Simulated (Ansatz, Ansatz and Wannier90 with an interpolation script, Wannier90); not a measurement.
**From a coarse GW mesh to bands everywhere: SrTiO3 (Tausonite)**

Wanted: quasiparticle gap and band widths of SrTiO3 (Tausonite) over the whole zone.

Calculated with Ansatz 0.2.0; LDA, Wannier functions and G0W0, plane waves, PAW.

**What was measured.**

- Gap 3.77 eV: direct gap (M0 critical point); spectroscopic ellipsometry, second-derivative fit; 300 K; bulk crystal (commercial single crystal) (“Optical probe of ferroelectric order in bulk and thin film perovskite titanates”, 2013, arxiv:1309.1245).

### 1. Set-up

Symmetry: Pm-3m, No. 221, cubic system. The conventional cell has a = 3.905 Å, b = 3.905 Å, c = 3.905 Å, α = 90.00°, β = 90.00°, γ = 90.00°. Nearest to Sr lie 12 O at 2.76 Å. Nearest to Ti lie 6 O at 1.95 Å. Nearest to O lie 2 Ti at 1.95 Å and 4 Sr at 2.76 Å. Farther neighbours and most contacts between anions are not listed.

Structure file:

```cif
data_structure
_symmetry_space_group_name_H-M 'P 1'
_symmetry_Int_Tables_number 1
_cell_length_a 3.9053
_cell_length_b 3.9053
_cell_length_c 3.9053
_cell_angle_alpha 90.000
_cell_angle_beta 90.000
_cell_angle_gamma 90.000
_cell_volume 59.56
loop_
_atom_site_label
_atom_site_type_symbol
_atom_site_fract_x
_atom_site_fract_y
_atom_site_fract_z
_atom_site_occupancy
Sr1 Sr 0.50000 0.50000 0.50000 1
Ti2 Ti 0.00000 0.00000 0.00000 1
O3 O 0.50000 0.00000 0.00000 1
O4 O 0.00000 0.50000 0.00000 1
O5 O 0.00000 0.00000 0.50000 1
```

The cell and positions come from the Crystallography Open Database and are kept as given unless a step says otherwise. The default PAW set here is soft_2. Its files were made with PBE.

### 2. LDA bands

The cheap functional maps the bands first; the places of the edges decide which points the dearer methods must see.

This step: DFT, LDA, plane waves, PAW.

File input.yaml:

```yaml
crystal:
  lattice:
    - [3.90528, 0.0, 0.0]
    - [0.0, 3.90528, 0.0]
    - [0.0, 0.0, 3.90528]
  atoms:
    - { symbol: Sr, position: [0.5, 0.5, 0.5] }
    - { symbol: Ti, position: [0.0, 0.0, 0.0] }
    - { symbol: O, position: [0.5, 0.0, 0.0] }
    - { symbol: O, position: [0.0, 0.5, 0.0] }
    - { symbol: O, position: [0.0, 0.0, 0.5] }
kpoints:
  mp_grid: { grid: [4, 4, 4] }
  band_path:
    path:
      - [[0.0, 0.0, 0.0], [0.0, 0.5, 0.0], [0.5, 0.5, 0.0], [0.0, 0.0, 0.0], [0.5, 0.5, 0.5], [0.0, 0.5, 0.0]]
      - [[0.5, 0.5, 0.5], [0.5, 0.5, 0.0]]
    npoints: 10
hamiltonian:
  xc: lda
scf:
  occupations: { method: fermi_dirac, width: 0.02 }
  n_extra_bands: 31
output:
  eigenvalues: true
  fatbands: true
  write_density: true
  write_potential: true
  elf: true
  volumetric_format: npy
```

The run is started by

```bash
ansatz run input.yaml --threads 8 --pin off --max-ram 18432MiB --backend cpu --events-out ev --progress --plain --runs-dir out
```

Numbers of over 12 decimals in the logs are rounded to 6 here.

The program printed:

```text
scf.n_extra_bands = 31 over 20 filled bands (N_el = 40.0): the run solves 51 bands
Engine: ansatz 0.2.0, aarch64-unknown-linux-gnu
Pseudopotentials: kind: paw
Pseudopotential: Sr, paw, valence charge 10, recommended cutoff 420 eV (normal), Sr.paw.azcp
Pseudopotential: Ti, paw, valence charge 12, recommended cutoff 420 eV (normal), Ti.paw.azcp
Pseudopotential: O, paw, valence charge 6, recommended cutoff 420 eV (normal), O.paw.azcp
Functional definition: SPW92
  exchange = slater_x
  correlation = pw_c
Crystal: 5 atoms, lattice volume = 59.560 Å³
Basis set: ecut = 420 eV, 1189 PW (Γ)
Bands: 51, of which v1, the nominal top of the filled ones, is band 20 counted from 1 (19 counted from 0)
Symmetry: 48 space group operations
Space group: Pm-3m (ITA 221), of the structure as read, at distance tolerance 3.9e-5 Å
k-points: 10 of 64
Non-local potential: Sr, projectors of the file, l = 0: 3, l = 1: 2, l = 2: 2
Non-local potential: Ti, projectors of the file, l = 0: 3, l = 1: 2, l = 2: 3, l = 3: 1
Non-local potential: O, projectors of the file, l = 0: 2, l = 1: 2, l = 2: 1
PAW form: soft (Blöchl's): semilocal exchange-correlation on the pseudo side does not see the compensation charge
PAW frozen core: Sr, regenerated for the run's functional, and the local potential with it (the file was generated under x = pbe(κ = 0.804, μ = 0.219515), c = pbe(β = 0.066725))
PAW frozen core: Ti, regenerated for the run's functional, and the local potential with it (the file was generated under x = pbe(κ = 0.804, μ = 0.219515), c = pbe(β = 0.066725))
PAW frozen core: O, regenerated for the run's functional, and the local potential with it (the file was generated under x = pbe(κ = 0.804, μ = 0.219515), c = pbe(β = 0.066725))
PAW one-centre angular grid: Sr, 110 points (default); XC on 64 Gauss nodes
PAW one-centre angular grid: Ti, 590 points (default); XC on 64 Gauss nodes
PAW one-centre angular grid: O, 110 points (default); XC on 64 Gauss nodes
Initial density: superposition of atomic densities (neutral atoms: chi_scale 0, normalization atom), corrected by the library's trained network
Initial wavefunctions: pseudopotential atomic-orbital guess
Functional: x = slater, c = lda
SCF iter   1: F=—  HF=-7569.392056 eV  |F-HF|=—  |Δ(HF+E_count)|=         —  Δρ=1.75e-2  dr2=1.71e-1  ethr=1.77e-3  ⟨swp⟩=7.7  Hψ=2654  notcnv=0  defer=148
preconditioner: auto → Resta (q_TF=auto, 2.553 Å⁻¹)  ε∞=2.2  [insulator: Δε(μ)=1.521 eV  Ē_g=23.919 eV  σ=0.020 eV  W_gap=1.00  n_scr=18 (ndim 8)  ℏωp=26.4 eV  f_vac=0.000  D(μ)=0.00/eV (n_scr^D=0)  ε∞_Penn≈2.2]
SCF iter   2: F=—  HF=-7569.362932 eV  |F-HF|=—  |Δ(HF+E_count)|=   2.91e-2  Δρ=8.93e-3  dr2=4.97e-2  ethr=4.26e-4  ⟨swp⟩=2.0  Hψ=640  notcnv=0  defer=221
SCF iter   3: F=—  HF=-7569.352422 eV  |F-HF|=—  |Δ(HF+E_count)|=   1.05e-2  Δρ=1.23e-3  dr2=5.71e-4  ethr=1.24e-4  ⟨swp⟩=2.0  Hψ=414  notcnv=0  defer=246
SCF iter   4: F=—  HF=-7569.352229 eV  |F-HF|=—  |Δ(HF+E_count)|=   1.93e-4  Δρ=3.28e-4  dr2=6.65e-5  ethr=1.43e-6  ⟨swp⟩=2.0  Hψ=426  notcnv=0  defer=249
SCF iter   5: F=—  HF=-7569.352222 eV  |F-HF|=—  |Δ(HF+E_count)|=   6.54e-6  Δρ=9.49e-5  dr2=6.36e-6  ethr=1.66e-7  ⟨swp⟩=1.9  Hψ=317  notcnv=0  defer=249
SCF iter   6: F=—  HF=-7569.352221 eV  |F-HF|=—  |Δ(HF+E_count)|=   1.03e-6  Δρ=1.53e-5  dr2=2.08e-7  ethr=1.59e-8  ⟨swp⟩=1.9  Hψ=306  notcnv=0  defer=249
SCF iter   7: F=-7569.352221 eV  HF=-7569.352221 eV  |F-HF|=7.34e-9  |Δ(HF+E_count)|=   3.73e-8  Δρ=2.67e-6  dr2=8.11e-9  ethr=2.50e-10  ⟨swp⟩=10.2  Hψ=2787  notcnv=0
SCF 1 converged in 7 iterations: F = -7569.352221 eV  dr2 = 8.11e-9
[...]
NSCF: frozen V_eff on 62 k-points
SCF converged after 7 iterations
Free energy (F): -7569.352221 eV
Harris-Foulkes:  -7569.352221 eV  (|F-HF|=7.34e-9)
Internal energy: -7569.352221 eV  (E = F + TS)
E sigma→0 (E₀):  -7569.352221 eV
Fermi energy:    10.492873 eV
--- Per-component energies (eV) ---
  E_band       = -214.810777
  E_kinetic    = 1042.853723
  E_local      = -2388.995754  (includes V_loc(G=0)·N_el)
  E_nonlocal   = 361.431994
  E_hartree    = 829.163467
  E_xc         = -489.205204
  E_vxc        = -567.684822  (∫ρ·V_xc dr)
  E_paw        = -4034.424047  (= ΣΔE_a)
  E_vpaw       = -320.747437  (= ΣTr[D̂ρ^β])
  E_aug_tail   = 0.007690  (compensation charges beyond the density's cutoff)
  E_ewald      = -2891.094941
  E_core_change = 0.910850  (= ΣΔE_core)
  E_smearing   = -0.000000  (= −TS)
  E_closure    = -0.000000  (closes the sum)
  Σ components = -7569.352221   (vs F -7569.352221, Δ=0.00e0)
--- Band table (eV; the first three rows and the last of 10) ---
  k-point 0: bands = [... 16 lower, 8.4188, 9.2600, 9.2600, 9.2600, 11.3729, 11.3729, 11.3729, 13.9591, ... 27 higher]
  k-point 1: bands = [... 16 lower, 7.9205, 7.9634, 9.0128, 9.0128, 11.4567, 12.4675, 12.4675, 13.9727, ... 27 higher]
  k-point 2: bands = [... 16 lower, 7.2125, 7.5806, 8.8773, 8.8773, 11.5449, 13.3549, 13.3549, 13.9793, ... 27 higher]
  k-point 9: bands = [... 16 lower, 5.8366, 9.6096, 9.6096, 9.6096, 14.0430, 14.0430, 14.0430, 16.4934, ... 27 higher]
```

The job ended after 1.7 s (8 threads of Arm Neoverse V1, shared host; peak memory 0.44 GiB; 12 s of CPU time).

This step gave:

| Item | Value |
| --- | --- |
| filled bands | 20 |
| gap | 1.763 eV |
| valence top at | R |
| conduction bottom at | Γ |
| least direct gap | 2.113 eV |

The gap is indirect, with the least direct gap 0.35 eV higher.

ELF in the ac plane at fractional y = 0.000, with atoms of Ti and O within 0.2 Å of it. It is the smooth field of the valence electrons, not physical close to the nuclei.

Ten even steps from '0' (0.02) to '9' (0.81), each cell a mean:
```
26626986894375
77415999983157
43103789852013
44311255421234
99841011102589
79973000014898
37984000015996
68983000015898
99952000002799
66421234311356
32102588741012
76214999983146
46626987994376
04736963794472
```
Columns run along a (3.9 Å), rows up along c (3.9 Å). Atoms in or near the plane, at fractional coordinates: Ti at (0.00, 0.00), O at (0.50, 0.00), O at (0.00, 0.50).

Electrostatic potential energy in the ac plane at fractional y = 0.000, with atoms of Ti and O within 0.2 Å of it. With pseudopotentials it is smooth inside the atoms' cores, unlike the true potential.

Ten even steps from '_' (-37 eV) to '@' (14 eV), each cell a mean:
```
....--**%%==..__..++%%++::..
::::==##%%##==--++%%%%**--::
==++##%%@@@@@@%%@@@@@@%%**++
##%%%%@@@@@@@@@@@@@@@@@@%%%%
==**@@@@@@@@@@@@@@@@@@@@%%++
__::**@@@@@@@@@@@@@@@@@@++..
____++@@@@@@@@@@@@@@@@%%--__
__..**@@@@@@@@@@@@@@@@@@==..
--==%%@@@@@@@@@@@@@@@@@@##==
##%%@@@@@@@@@@@@@@@@@@@@%%%%
++**##@@@@@@@@@@@@@@@@%%##**
::--++##@@%%**++**@@%%##==--
....--**%%==..__::**%%++::..
....::++##--______==##==::..
```
Columns run along a (3.9 Å; values clipped at the 3rd and 97th percentile), rows up along c (3.9 Å). Atoms in or near the plane, at fractional coordinates: Ti at (0.00, 0.00), O at (0.50, 0.00), O at (0.00, 0.50).

### 3. Overlaps and projections on 8×8×8

This step: overlaps and projections of LDA states for Wannier90, plane waves, PAW.

input.yaml, the sections that differ from step 2:

```yaml
kpoints:
  mp_grid: { grid: [4, 4, 4] }
scf:
  occupations: { method: fixed }
  n_extra_bands: 31
output:
  wannier:
    kmesh: [8, 8, 8]
    projections: [{ species: O, l: p, shell: 2 }, { species: Ti, l: d, shell: 3 }]
    minimise: false
    seedname: w
    disentanglement: { window: [4.73, 18.57], frozen_window: [4.73, 13.87] }
# crystal, hamiltonian: as in step 2
```

The program printed:

```text
[...]
Crystal: 5 atoms, lattice volume = 59.560 Å³
Basis set: ecut = 420 eV, 1189 PW (Γ)
Bands: 51, of which v1, the nominal top of the filled ones, is band 20 counted from 1 (19 counted from 0)
Symmetry: 48 space group operations
[...]
k-points: 10 of 64
[...]
--- Band table (eV; the first three rows and the last of 10) ---
  k-point 0: bands = [... 16 lower, 8.4188, 9.2600, 9.2600, 9.2600, 11.3729, 11.3729, 11.3729, 13.9591, ... 27 higher]
  k-point 1: bands = [... 16 lower, 7.9206, 7.9634, 9.0128, 9.0128, 11.4567, 12.4676, 12.4676, 13.9727, ... 27 higher]
  k-point 2: bands = [... 16 lower, 7.2125, 7.5806, 8.8774, 8.8774, 11.5449, 13.3549, 13.3549, 13.9793, ... 27 higher]
  k-point 9: bands = [... 16 lower, 5.8367, 9.6097, 9.6097, 9.6097, 14.0430, 14.0430, 14.0430, 16.4933, ... 27 higher]
[key lines of the parts left out:]
SCF converged after 7 iterations
Free energy (F): -7569.352221 eV
Fermi energy:    9.609689 eV
```

It took 4.4 s on 8 threads; peak memory 0.85 GiB; 22 s of CPU time.

[end of part 1 of 3]

[Paths, hosts, dates, memory and timing lines, banners, echoed tables and standing remarks are left out of the program output.]

[Logs are printed without paths, hosts, clocks, repeated set-up lines and the standing remarks that a program may print on its own settings, such as how far it seeks lower states.]

[Runs of the session that timed out or met a known fault of the program may be left out.]

[Hosts, paths, dates, database ids (printed as entryN), source tags and the programs' standing remarks are cut or masked in the printed files.]
